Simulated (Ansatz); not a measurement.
# NaCl (Halite): how G0W0 depends on its starting point

One-shot GW is not self-consistent; how far does the start matter for NaCl (Halite)?

Calculated with Ansatz 0.2.0; G0W0 on several functionals, plane waves, PAW.

Most raw output is cut from this account.

In doubt: masses and optical values from hybrid runs of this build are listed as unsure (steps 6, 7, 8), which bears on the screening that GW takes from such a start.

## Step 1: The starting structure

The structure is cubic, space group Fm-3m (No. 225). The conventional cell has a = 5.640 Å, b = 5.640 Å, c = 5.640 Å, α = 90.00°, β = 90.00°, γ = 90.00°. Na has 6 Cl at 2.82 Å nearest. Cl has 6 Na at 2.82 Å nearest. Farther neighbours and most contacts between anions are not listed.

The cell and positions come from the Crystallography Open Database and are kept as given unless a step says otherwise.

## Step 2: G0W0 on LDA

G0W0 replaces the xc potential by the self-energy, built once from these orbitals. Only a window of levels is corrected, while the sums run over the empty bands that the input names. This step takes PAW set soft_1 files.

This step: G0W0 on LDA, plane waves, PAW; PAW set soft_1.

input.yaml

```yaml
crystal:
  lattice:
    - [0.0, 2.82005, 2.82005]
    - [2.82005, 0.0, 2.82005]
    - [2.82005, 2.82005, 0.0]
  atoms:
    - { symbol: Na, position: [0.0, 0.0, 0.0] }
    - { symbol: Cl, position: [0.5, 0.5, 0.5] }
kpoints:
  mp_grid: { grid: [6, 6, 6] }
hamiltonian:
  xc: lda
  pseudopotentials: { kind: paw, azcp: { folder: soft_1 }, xc_functional: pbe }
scf:
  occupations: { method: fixed }
gw:
  n_empty_bands: 101
  ecut_chi: 100
  qp_bands: [v2, c2]
  qp_kpoints: band_edges
  screening: { model: contour_deformation }
```

Started as:

```console
> ansatz run input.yaml --threads 2 --pin off --max-ram 73728MiB --backend cuda --events-out ev --progress --plain --runs-dir out --devices 1 --max-vram 13GiB
```

The job ended after 21 s (1 × NVIDIA H100 80GB HBM3 (shared by 6 runs) with 2 threads of AMD EPYC 7R13 (Zen 3), shared host; peak memory 1.1 GiB; 27 s of CPU time).

Numbers from this step:

```yaml
bands_summed: 109
rpa_eps_infinity_on_this_mesh_eigenvalues: 2.458, 2.458, 2.458
plane_waves_in_the_screening_matrix: 113
q_points_in_the_mesh: 216
g0w0_gap_on_the_mesh: 7.587 eV
k_of_the_valence_top: 0, 0, 0
k_of_the_conduction_bottom: 0, 0, 0
starting_gap_on_the_mesh: 4.694 eV
z_at_the_valence_top: 0.7931
z_at_the_conduction_bottom: 0.8540
least_direct_g0w0_gap_on_the_computed_points: 7.587 eV
```

The gap on the mesh goes from 4.69 eV to 7.59 eV, a correction of +2.89 eV. Between the two edge states, bare exchange in place of the xc potential would open the gap by 8.68 eV, and correlation takes back 5.78 eV.

## Step 3: G0W0 on PBEsol

The same correction from a different start measures what one shot leaves open.

This step: G0W0 on PBEsol, plane waves, PAW; PAW set soft_1.

input.yaml, as its differences from that of step 2:

```diff
@@ -11,3 +11,3 @@
 hamiltonian:
-  xc: lda
+  xc: pbesol
   pseudopotentials: { kind: paw, azcp: { folder: soft_1 }, xc_functional: pbe }
```

The job ended after 13 s (1 × NVIDIA H100 80GB HBM3 (shared by 6 runs) with 2 threads; peak memory 1.1 GiB; 16 s of CPU time).

This step gave:

```
bands summed                                 : 109
RPA ε∞ on this mesh (eigenvalues)            : 2.389, 2.389, 2.389
plane waves in the screening matrix          : 113
q-points in the mesh                         : 216
G0W0 gap on the mesh                         : 7.702 eV
k of the valence top                         : 0, 0, 0
k of the conduction bottom                   : 0, 0, 0
starting gap on the mesh                     : 4.937 eV
Z at the valence top                         : 0.7975
Z at the conduction bottom                   : 0.8575
least direct G0W0 gap on the computed points : 7.702 eV
```

Against the run with 6×6×6 mesh, 101 empty bands, screening to 100 eV, PAW set soft_1 files on LDA, the gap moves by +0.11 eV, while the start moved by +0.24 eV.

## Step 4: G0W0 on PBE

This step: G0W0 on PBE, plane waves, PAW; PAW set soft_1.

input.yaml, as its differences from that of step 3:

```diff
@@ -11,4 +11,4 @@
 hamiltonian:
-  xc: pbesol
-  pseudopotentials: { kind: paw, azcp: { folder: soft_1 }, xc_functional: pbe }
+  xc: pbe
+  pseudopotentials: { kind: paw, azcp: { folder: soft_1 } }
 scf:
```

The job ended after 12 s (1 × NVIDIA H100 80GB HBM3 (shared by 6 runs) with 2 threads; peak memory 1.1 GiB; 15 s of CPU time).

This step gave:

```
bands summed                                 : 109
RPA ε∞ on this mesh (eigenvalues)            : 2.337, 2.337, 2.337
plane waves in the screening matrix          : 113
G0W0 gap on the mesh                         : 7.765 eV
k of the valence top                         : 0, 0, 0
k of the conduction bottom                   : 0, 0, 0
starting gap on the mesh                     : 5.108 eV
least direct G0W0 gap on the computed points : 7.765 eV
```

Against the run with 6×6×6 mesh, 101 empty bands, screening to 100 eV, PAW set soft_1 files on PBEsol, the gap moves by +0.06 eV, while the start moved by +0.17 eV.

## Step 5: G0W0 on r2SCAN

This step: G0W0 on r2SCAN, plane waves, PAW; PAW set soft_1.

input.yaml, as its differences from that of step 4:

```diff
@@ -11,3 +11,3 @@
 hamiltonian:
-  xc: pbe
+  xc: r2scan
   pseudopotentials: { kind: paw, azcp: { folder: soft_1 } }
```

Wall time 17 s (1 × NVIDIA H100 80GB HBM3 (shared by 6 runs) with 2 threads); peak memory 1.1 GiB; 22 s of CPU time.

This step gave:

```yaml
bands_summed: 109
rpa_eps_infinity_on_this_mesh_eigenvalues: 2.197, 2.197, 2.197
plane_waves_in_the_screening_matrix: 113
g0w0_gap_on_the_mesh: 8.218 eV
k_of_the_valence_top: 0, 0, 0
k_of_the_conduction_bottom: 0, 0, 0
starting_gap_on_the_mesh: 5.897 eV
least_direct_g0w0_gap_on_the_computed_points: 8.218 eV
```

Against the run with 6×6×6 mesh, 101 empty bands, screening to 100 eV, PAW set soft_1 files on PBE, the gap moves by +0.45 eV, while the start moved by +0.79 eV.

## Step 6: G0W0 on HSE06

This step: G0W0 on HSE06, plane waves, PAW; PAW set soft_1.

input.yaml, as its differences from that of step 5:

```diff
@@ -11,3 +11,3 @@
 hamiltonian:
-  xc: r2scan
+  xc: hse06
   pseudopotentials: { kind: paw, azcp: { folder: soft_1 } }
```

The job ended after 32 s (1 × NVIDIA H100 80GB HBM3 (shared by 6 runs) with 2 threads; peak memory 1.3 GiB).

Numbers from this step:

| Quantity | Value |
| --- | --- |
| bands summed | 109 |
| RPA ε∞ on this mesh (eigenvalues) | 2.119, 2.119, 2.119 |
| plane waves in the screening matrix | 113 |
| G0W0 gap on the mesh | 8.424 eV |
| k of the valence top | 0, 0, 0 |
| k of the conduction bottom | 0, 0, 0 |
| starting gap on the mesh | 6.479 eV |
| least direct G0W0 gap on the computed points | 8.424 eV |

Against the run with 6×6×6 mesh, 101 empty bands, screening to 100 eV, PAW set soft_1 files on r2SCAN, the gap moves by +0.21 eV, while the start moved by +0.58 eV.

## Step 7: G0W0 on PBE0

This step: G0W0 on PBE0, plane waves, PAW; PAW set soft_1.

input.yaml, as its differences from that of step 6:

```diff
@@ -11,3 +11,3 @@
 hamiltonian:
-  xc: hse06
+  xc: pbe0
   pseudopotentials: { kind: paw, azcp: { folder: soft_1 } }
```

Wall time 32 s (1 × NVIDIA H100 80GB HBM3 (shared by 6 runs) with 2 threads); peak memory 1.3 GiB; 35 s of CPU time.

Numbers from this step:

```
bands summed                                 : 109
RPA ε∞ on this mesh (eigenvalues)            : 2.058, 2.058, 2.058
plane waves in the screening matrix          : 113
G0W0 gap on the mesh                         : 8.635 eV
k of the valence top                         : 0, 0, 0
k of the conduction bottom                   : 0, 0, 0
starting gap on the mesh                     : 7.202 eV
least direct G0W0 gap on the computed points : 8.635 eV
```

Against the run with 6×6×6 mesh, 101 empty bands, screening to 100 eV, PAW set soft_1 files on HSE06, the gap moves by +0.21 eV, while the start moved by +0.72 eV.

## Step 8: G0W0 on Hartree-Fock

This step: G0W0 on Hartree-Fock, plane waves, PAW; PAW set soft_1.

input.yaml, as its differences from that of step 7:

```diff
@@ -11,3 +11,3 @@
 hamiltonian:
-  xc: pbe0
+  xc: hf
   pseudopotentials: { kind: paw, azcp: { folder: soft_1 } }
```

The job ended after 31 s (1 × NVIDIA H100 80GB HBM3 (shared by 6 runs) with 2 threads; peak memory 1.3 GiB).

Numbers from this step:

* bands summed: 109
* RPA ε∞ on this mesh (eigenvalues): 1.656, 1.656, 1.656
* plane waves in the screening matrix: 113
* G0W0 gap on the mesh: 10.30 eV
* k of the valence top: 0, 0, 0
* k of the conduction bottom: 0, 0, 0
* starting gap on the mesh: 13.74 eV
* least direct G0W0 gap on the computed points: 10.30 eV

Against the run with 6×6×6 mesh, 101 empty bands, screening to 100 eV, PAW set soft_1 files on PBE0, the gap moves by +1.66 eV, while the start moved by +6.54 eV.

## Step 9: The starts together

All on the 6×6×6 mesh with 101 empty bands and screening to 100 eV. Times are wall times on 1 × NVIDIA H100 80GB HBM3 (shared by 6 runs) with 2 threads of AMD EPYC 7R13 (Zen 3), shared host, good to a factor of about two.

```csv
start,starting gap (eV),shift (eV),G0W0 gap (eV),RPA ε∞ (harmonic mean),"Z (valence, conduction)",time
LDA,4.69,+2.89,7.59,2.46,"0.79, 0.85",21 s
PBEsol,4.94,+2.76,7.70,2.39,"0.80, 0.86",13 s
PBE,5.11,+2.66,7.77,2.34,"0.80, 0.86",12 s
r2SCAN,5.90,+2.32,8.22,2.20,"0.82, 0.87",17 s
HSE06,6.48,+1.95,8.42,2.12,"0.83, 0.88",32 s
PBE0,7.20,+1.43,8.64,2.06,"0.84, 0.89",32 s
Hartree-Fock,13.74,−3.44,10.30,1.66,"0.90, 0.93",31 s
```

The parts of the quasiparticle energy at the two band edges (eV; QP = start + Σx + Σc − Vxc):

```
   run               edge  start      Σx     Σc     Vxc     Z     QP
   LDA        valence top   0.80  -21.05   2.56  -16.87  0.79  -0.82
   LDA  conduction bottom   5.50   -5.45  -3.22   -9.95  0.85   6.77
PBEsol        valence top   0.99  -21.07   2.56  -16.72  0.80  -0.80
PBEsol  conduction bottom   5.93   -5.32  -3.14   -9.44  0.86   6.90
   PBE        valence top   1.05  -21.12   2.53  -16.78  0.80  -0.76
   PBE  conduction bottom   6.15   -5.27  -3.10   -9.23  0.86   7.01
r2SCAN        valence top   0.62  -21.09   2.33  -17.13  0.82  -1.01
r2SCAN  conduction bottom   6.51   -5.10  -2.98   -8.77  0.87   7.21
```

## Step 10: Results

```json
{"G0W0@LDA": "7.59 eV (start 4.69 eV)", "G0W0@PBEsol": "7.70 eV (start 4.94 eV)", "G0W0@PBE": "7.77 eV (start 5.11 eV)", "G0W0@r2SCAN": "8.22 eV (start 5.90 eV)", "G0W0@HSE06": "8.42 eV (start 6.48 eV)", "G0W0@PBE0": "8.64 eV (start 7.20 eV)", "G0W0@Hartree-Fock": "10.30 eV (start 13.74 eV)", "known limits": "not at the basis limit"}
```

What this shows: The starting gaps span 9.04 eV and the G0W0 gaps 2.71 eV. Between LDA and Hartree-Fock, 2.71 eV of the 9.04 eV survives, 30 %. Hartree-Fock screens less than LDA (ε∞ 1.66 against 2.46). Of the 2.71 eV by which its G0W0 gap is higher, the correlation part gives +2.32 eV, and exchange with the one-particle terms, which follow the orbitals, +0.39 eV. On Hartree-Fock the correction is negative: that start lies above its own G0W0 value. The smallest correction, +1.43 eV, is on PBE0, the start nearest to reproducing itself. Bands and cutoff are finite, so the gap is not at the basis limit. The miss can reach some tenths of an eV and take either sign; the mesh is an error of its own.

[Paths, hosts, dates, memory and timing lines, banners, echoed tables and standing remarks are left out of the program output.]

[Logs are printed without paths, hosts, clocks, repeated set-up lines and the standing remarks that a program may print on its own settings, such as how far it seeks lower states.]

[Runs of the session that timed out or met a known fault of the program may be left out.]

[Cells called generated may have been cut or substituted from an entry of the Crystallography Open Database or the Materials Project.]

[Hosts, paths, dates, database ids (printed as entryN), source tags and the programs' standing remarks are cut or masked in the printed files.]
